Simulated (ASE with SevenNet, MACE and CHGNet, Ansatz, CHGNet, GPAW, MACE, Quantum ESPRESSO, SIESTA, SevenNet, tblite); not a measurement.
## Machine-learned potentials on KH6C3NO5 (P2_1/c) (64 atoms): settings against a plane-wave reference

Wanted: machine-learned potentials inputs and outputs for KH6C3NO5 (P2_1/c) (64 atoms), checked against a plane-wave reference.

Calculated with ASE with SevenNet, MACE and CHGNet; the method is named at each step.

### 1. The structure

The cell holds 64 atoms: 4 K, 24 H, 12 C, 4 N and 20 O. Its edges and angles: a = 7.457 Å, b = 13.002 Å, c = 6.816 Å, α = 90.0°, β = 105.4°, γ = 90.0°. It derives from KH6C3NO5 (P2_1/c), repeated 1×1×1. KH6C3NO5, space group P2_1/c, structure from the Crystallography Open Database, 1 x 1 x 1 conventional cells; every coordinate displaced by a Gaussian of 0.01 Å; bonds to H set to neutron lengths (C-H 1.089, N-H 1.015, O-H 0.983, B-H 1.19 Å) where the listed ones are shorter. Then every atom was moved at random, 0.05 Å r.m.s. a Cartesian component (hydrogen 0.6 of that).

The yardstick, on the same geometry:

```
method                                           : Kohn-Sham DFT, PBE, SSSP efficiency 1.3.0 pseudopotentials, plane waves (Quantum ESPRESSO 7.5); sssp-pbe-1.3.0-efficiency, cutoffs 60/480 Ry, Γ point
r.m.s. force component                           : 2.014 eV/Å
longest force                                    : 9.847 eV/Å
pressure                                         : 1.7 GPa
gap (highest filled to lowest empty level) : 3.547 eV
time                                             : 74 s on 2 MPI ranks of Arm Neoverse V2, shared host
CPU time                                         : 2.5 min
```

### 2. SevenNet 0 potential

Method: machine-learned interatomic potential SevenNet 0, trained on PBE(+U) plane-wave data.

Contents of run.py:

```python
import numpy as np
from ase.io import read
import mlip  # loads the published weights by name

atoms = read("structure.xyz")
atoms.calc = mlip.calc("7net-0")
energy = atoms.get_potential_energy()
forces = atoms.get_forces()
print(f"energy {energy:.6f} eV")
print("forces (eV/A)")
for i, (a, f) in enumerate(zip(atoms, forces)):
    print(f"{i:4d} {a.symbol:2s} {f[0]:10.5f} {f[1]:10.5f} {f[2]:10.5f}")
stress = -atoms.get_stress(voigt=False) * 160.21766
print("stress (GPa, compression positive)")
for row in stress:
    print(" ".join(f"{x:10.4f}" for x in row))
```

Contents of structure.xyz:

```xyz
64
Lattice="7.45700 0.00000 0.00000 0.00000 13.00200 0.00000 -1.81118 0.00000 6.57096" Properties=species:S:1:pos:R:3 pbc="T T T"
K 3.53922 8.30035 0.51194
K 2.93294 1.82314 2.63495
K 2.05905 4.70243 5.89579
K 2.72846 11.21761 3.88055
H 5.55299 9.55920 6.26574
H -0.77787 3.00151 3.67080
H 0.13270 3.45268 0.40891
H 6.40721 10.06732 2.90936
H 5.79504 11.11021 5.44089
H -1.08407 4.58776 4.39157
H -0.22500 1.91845 1.05438
H 6.73941 8.35834 2.18813
H 3.90552 11.68828 0.83385
H 2.63617 5.15516 2.55669
H 1.68398 1.35741 5.77101
H 2.96181 7.83071 4.04903
H 0.00727 12.50441 6.20036
H 4.70421 6.01720 3.57992
H 5.66533 0.51735 0.32888
H 0.90129 7.01900 2.94767
H 6.26191 6.35655 0.90101
H 0.24065 12.87289 2.36693
H -0.64699 6.74102 5.64978
H 5.40616 0.15719 4.19963
H 4.42135 6.96036 5.99916
H 0.38186 0.47444 3.82358
H 1.26274 5.99938 0.51819
H 5.26804 12.55135 2.77019
C 6.27493 11.10683 0.49854
C 0.29007 4.68735 2.70678
C -0.66052 1.84459 6.00402
C 5.40202 8.31270 3.77180
C -1.62397 10.60807 6.39525
C 6.49429 4.04609 3.47998
C 7.33124 2.43241 0.11999
C 6.55505 8.84422 3.16188
C 1.24684 10.72288 0.68220
C 5.26748 4.26115 2.57713
C 4.42728 2.27236 5.83396
C 0.33291 8.81185 4.01794
N 2.10300 11.89189 0.43513
N 4.37204 5.27491 2.91560
N 3.58406 1.19488 6.22270
N 1.13369 7.62788 3.69367
O 5.17264 10.73874 0.11815
O 1.43517 4.21863 3.16615
O 0.45796 2.26898 6.48501
O 4.21262 8.71381 3.31111
O 6.35586 12.06664 1.35204
O 0.16165 5.62180 1.80511
O -0.77221 0.89857 5.19855
O 5.43468 7.36472 4.66919
O 1.55421 9.94887 1.63479
O 5.00032 3.47999 1.74866
O 4.07072 3.12646 4.93216
O 0.73522 9.51356 4.93886
[... 4 atom lines left out ...]
O 5.62444 6.75012 0.26028
O 0.83291 0.16799 2.92007
O -0.12644 6.33444 6.25693
O 4.80220 12.81217 3.55016
```

Started as:

```sh
$ OMP_NUM_THREADS=1 python run.py > output.txt
```

Output:

```text
energy -376.683411 eV
forces (eV/A)
   0 K     0.02254   -0.00389    0.34943
   1 K     0.10686    0.05999    0.02309
   2 K     0.00001   -0.03953    0.02462
   3 K    -0.12205   -0.07474    0.06259
   4 H     0.28542   -0.24664   -0.23869
   5 H     0.02660   -0.41660   -0.07942
   6 H    -0.19863    0.33084   -0.37743
   7 H     0.08150   -3.25410    0.53804
   8 H     0.60528    0.36142   -0.39139
   9 H    -0.01511    0.39091    0.91345
  10 H    -0.22056   -0.68487    0.74892
  11 H     0.00143    0.12561    0.21640
  12 H     1.40177   -0.79979   -0.60143
  13 H    -0.12528    0.63713   -1.43398
  14 H     1.03707   -0.43989   -0.50296
  15 H     0.17248   -0.02550    0.06168
  16 H     0.65174   -0.23622    0.86440
  17 H    -0.49096   -0.54352   -0.56443
  18 H     0.38385   -1.05760    0.85463
  19 H    -0.38728   -0.93736   -1.21776
  20 H     0.01941   -0.16523    0.01558
  21 H    -6.07267   -3.06957   -5.21287
  22 H    -3.67818    2.18991   -3.07065
  23 H     1.13900    0.70262    0.81556
[...]
56 O     0.26362    1.15904    1.42189
  57 O    -0.01133   -1.55482    2.16886
  58 O    -0.41487    0.56903    1.59060
  59 O     2.38699   -0.54102    0.92397
  60 O     1.39592    0.43330   -1.69706
  61 O     5.35652    3.84491    7.63534
  62 O     4.26549   -2.64706    3.60974
  63 O    -2.32737   -0.16108    0.61699
stress (GPa, compression positive)
    2.4320     1.6348     3.8281
    1.6348    -0.8826     3.4909
    3.8281     3.4909     2.7829
```

Elapsed: 7.7 s, on 1 thread of Arm Neoverse V2, shared host; peak memory 0.91 GiB.

Banners, paths, timers and routine set-up lines are dropped from the logs unmarked, and long logs keep their key lines alone; longer cuts are marked.

Against the reference:

```
r.m.s. force component                  : 2.003 eV/Å
r.m.s. difference of force components   : 228.2 meV/Å
longest difference of force vectors     : 1284 meV/Å
force difference over r.m.s. force      : 11.33 %
slope of forces against the reference's : 0.9882
correlation of force components         : 0.9936
pressure                                : 1.444 GPa
pressure difference                     : -0.2556 GPa
```

Length of the force difference by element (eV/Å):

| element | atoms | mean | most |
| --- | --- | --- | --- |
| C | 12 | 0.66 | 1.3 |
| H | 24 | 0.18 | 0.48 |
| K | 4 | 0.075 | 0.12 |
| N | 4 | 0.33 | 0.43 |
| O | 20 | 0.30 | 0.62 |

Local excerpt of 10 atoms (numbers count through the whole input) about K4, one of the 4 K atoms; x, y, z are measured from there.

| atom | x | y | z | distance (Å) | bonds | Fx | Fy | Fz (eV/Å) |
| --- | --- | --- | --- | --- | --- | --- | --- | --- |
| K4 | 0.00 | 0.00 | 0.00 | 0.00 | 8 | -0.12 | -0.07 | 0.06 |
| O64 | 2.07 | 1.59 | -0.33 | 2.64 | 4 | -2.33 | -0.16 | 0.62 |
| O56 | -1.99 | -1.70 | 1.06 | 2.83 | 3 | -0.45 | 1.13 | 0.22 |
| O53 | -1.17 | -1.27 | -2.25 | 2.83 | 3 | -0.42 | 0.51 | -0.85 |
| O57 | 0.42 | 0.94 | -2.67 | 2.86 | 4 | 0.26 | 1.16 | 1.42 |
| O62 | -1.90 | 1.95 | -0.96 | 2.89 | 4 | 5.36 | 3.84 | 7.64 |
| O45 | 0.63 | -0.48 | 2.81 | 2.92 | 3 | -2.04 | -1.83 | -1.48 |
| O48 | 1.48 | -2.50 | -0.57 | 2.97 | 3 | 2.44 | -0.60 | 1.04 |
| O59 | -0.22 | 2.66 | 1.44 | 3.03 | 4 | -0.41 | 0.57 | 1.59 |
| H28 | 2.54 | 1.33 | -1.11 | 3.08 | 1 | 1.33 | -0.51 | -1.56 |

Atoms are counted from 1 here, from 0 in the log.

Forces lie 11 % from the reference's, at 0.050 times its CPU time (on 1 against 2 cores).

### 3. MACE MP-0b2 small potential

Method: machine-learned interatomic potential MACE MP-0b2 small, trained on PBE(+U) plane-wave data.

run.py: that of step 2 with these lines changed.

```diff
@@ -5,3 +5,3 @@
 atoms = read("structure.xyz")
-atoms.calc = mlip.calc("7net-0")
+atoms.calc = mlip.calc("mace-mp-0b2-small")
 energy = atoms.get_potential_energy()
```

structure.xyz is that of step 2.

Output:

```text
energy -375.471559 eV
forces (eV/A)
   0 K     0.04019    0.02936    0.32849
   1 K     0.04196    0.08126    0.08096
   2 K    -0.05284   -0.01974    0.10163
   3 K    -0.08448   -0.14119   -0.00824
   4 H     0.27123   -0.33602   -0.35768
   5 H     0.09877   -0.41777   -0.07448
   6 H    -0.17599    0.34626   -0.36193
   7 H     0.08351   -3.12034    0.50587
   8 H     0.53763    0.34898   -0.50700
   9 H    -0.03013    0.48524    0.90291
  10 H    -0.18706   -0.77435    0.66229
  11 H    -0.00951    0.03466    0.25995
  12 H     1.32773   -0.89962   -0.65469
  13 H    -0.23830    0.45343   -1.33654
  14 H     0.78122   -0.19950   -0.37398
  15 H     0.27225    0.15953   -0.04993
  16 H     0.61464    0.00743    0.72904
  17 H    -0.31543   -0.32326   -0.43098
  18 H     0.54370   -1.25681    0.94821
  19 H    -0.32667   -1.08204   -1.25789
  20 H    -0.03663   -0.14589   -0.03030
  21 H    -5.96653   -3.06369   -5.23446
  22 H    -3.55442    2.15321   -3.05180
  23 H     1.06509    0.66986    0.78495
[...]
56 O     0.28123    1.39110    1.58202
  57 O     0.03116   -1.32615    1.88575
  58 O    -0.29598    0.27255    1.37674
  59 O     1.87484   -0.71992    0.83571
  60 O     1.37447    0.33738   -1.61593
  61 O     5.28511    3.87573    7.75721
  62 O     4.22453   -2.65695    3.65371
  63 O    -2.26294   -0.11076    0.53194
stress (GPa, compression positive)
    3.2600     1.6543     3.9035
    1.6543    -0.1420     3.6194
    3.9035     3.6194     2.8109
```

The job ended after 7.2 s (1 thread; peak memory 0.66 GiB).

Compared with the plane-wave run:

| Quantity | Value |
| --- | --- |
| r.m.s. force component | 1.984 eV/Å |
| r.m.s. difference of force components | 211.3 meV/Å |
| longest difference of force vectors | 832.5 meV/Å |
| force difference over r.m.s. force | 10.49 % |
| slope of forces against the reference's | 0.9799 |
| correlation of force components | 0.9945 |
| pressure | 1.976 GPa |
| pressure difference | 0.2766 GPa |

Against the first run (11 %), the force difference from the reference is 10 %, at 0.96 times the CPU time.

### 4. CHGNet 0.3.0 potential

Method: machine-learned interatomic potential CHGNet 0.3.0, trained on PBE(+U) plane-wave data.

run.py: that of step 3 with these lines changed.

```diff
@@ -5,3 +5,3 @@
 atoms = read("structure.xyz")
-atoms.calc = mlip.calc("mace-mp-0b2-small")
+atoms.calc = mlip.calc("chgnet-0.3.0")
 energy = atoms.get_potential_energy()
```

structure.xyz is that of step 3.

Output:

```text
CHGNet v0.3.0 initialized with 412,525 parameters
CHGNet will run on cpu
energy -390.310181 eV
forces (eV/A)
   0 K    -0.00178    0.00734    0.29443
   1 K     0.08990    0.02667    0.03727
   2 K    -0.00367    0.00823    0.07888
   3 K    -0.11920   -0.09354    0.00925
   4 H     0.15642   -0.25107   -0.27700
   5 H     0.09580   -0.45438    0.07801
   6 H    -0.17783    0.30341   -0.25690
   7 H     0.23581   -3.17031    0.53934
   8 H     0.45780    0.28189   -0.45014
   9 H     0.04856    0.36204    0.85187
  10 H    -0.19623   -0.58833    0.71946
  11 H    -0.03658    0.15374    0.07283
  12 H     1.37384   -0.77366   -0.49188
  13 H    -0.40947    0.47704   -1.23988
  14 H     0.61658   -0.25717   -0.42528
  15 H     0.41969    0.10297    0.13819
  16 H     0.62307    0.03285    0.68285
  17 H    -0.43979   -0.27830   -0.68458
  18 H     0.24581   -1.39523    0.80830
  19 H    -0.24126   -1.23091   -1.22583
  20 H    -0.01427   -0.07648   -0.00718
  21 H    -6.23612   -3.08559   -5.36649
  22 H    -3.63598    2.22119   -3.09443
  23 H     1.14511    0.62314    0.85283
[...]
56 O     0.13892    1.16734    1.13051
  57 O     0.13963   -1.23699    1.99514
  58 O    -0.06529    0.52055    1.63709
  59 O     2.05214   -0.40246    0.73982
  60 O     1.30562    0.35421   -1.78526
  61 O     5.43946    3.93625    7.99700
  62 O     4.25029   -2.70008    3.81536
  63 O    -2.34305   -0.10033    0.41389
stress (GPa, compression positive)
    3.7806     1.5422     3.2888
    1.5422     0.4082     3.1990
    3.2888     3.1990     2.9824
```

Run time: 3.6 s. Hardware: 1 thread; peak memory 1.4 GiB.

Numbers from this run, and their distance from the reference:

| Property | Result |
| --- | --- |
| r.m.s. force component | 1.825 eV/Å |
| r.m.s. difference of force components | 433.3 meV/Å |
| longest difference of force vectors | 2770 meV/Å |
| force difference over r.m.s. force | 21.52 % |
| slope of forces against the reference's | 0.8876 |
| correlation of force components | 0.9793 |
| pressure | 2.39 GPa |
| pressure difference | 0.6907 GPa |

Against the first run (11 %), the force difference from the reference is 22 %, at 0.48 times the CPU time.

### 5. Side by side

Differences are against the plane-wave reference, forces as r.m.s. over components; share is that over the reference's r.m.s. force, slope the least-squares factor from reference forces to these. Total energies of different programs have different zeros and aren't compared.

| run | Δ force, r.m.s. (meV/Å) | share (%) | slope | Δ pressure (GPa) | cores | CPU time | memory (GiB) |
| --- | --- | --- | --- | --- | --- | --- | --- |
| reference | - | - | - | - | 2 | 2.5 min | 1.6 |
| SevenNet 0 potential | 228 | 11.3 | 0.988 | -0.256 | 1 | 7.4 s | 0.91 |
| MACE MP-0b2 small potential | 211 | 10.5 | 0.980 | 0.277 | 1 | 7.1 s | 0.66 |
| CHGNet 0.3.0 potential | 433 | 21.5 | 0.888 | 0.691 | 1 | 3.5 s | 1.4 |

Times of the machine-learned potentials are mostly Python's start and the loading of weights.

CPU time is summed over cores on a shared host, where runs went side by side, so it is rough. Symmetry, cutoffs, thresholds, outputs and thread counts weren't matched or tuned between programs; memory under MPI is the largest rank's times the ranks.

### 6. What came out

* nearest in forces: MACE MP-0b2 small potential, 10 %
* its CPU time: 7.1 s

Machine-learned potentials differ by 10 % (MACE MP-0b2 small potential) to 22 % (CHGNet 0.3.0 potential); they were trained on other programs' data. The reference's pressure holds the uncorrected Pulay stress of its 60 Ry basis, so small pressure differences, and their order, may be the reference's own error. Machine-learned potentials mimic data converged in k, so the reference's own k-point error enters their differences. The reference's stress is far from hydrostatic: its diagonal is 3.1, -0.8, 2.7 GPa, compression counted positive. The reference's PBE has no dispersion term, which matters for the binding between molecules or layers. The published positions, changed by the recipe (random displacements or longer bonds to H), lie far from the minimum at this level of theory. The reference's pressure of 1.7 GPa belongs to a cell and atoms that aren't relaxed at this level. The electronic-structure runs sample only Γ, in a cell whose shortest periodic width is 7 Å.

[Also dropped from logs without a mark: logging warnings of Python, and SIESTA's first energy breakdown and zero terms.]

[Logs are printed without paths, hosts, clocks, repeated set-up lines and the standing remarks that a program may print on its own settings, such as how far it seeks lower states.]

[Hosts, paths, dates, database ids (printed as entryN), source tags and the programs' standing remarks are cut or masked in the printed files.]
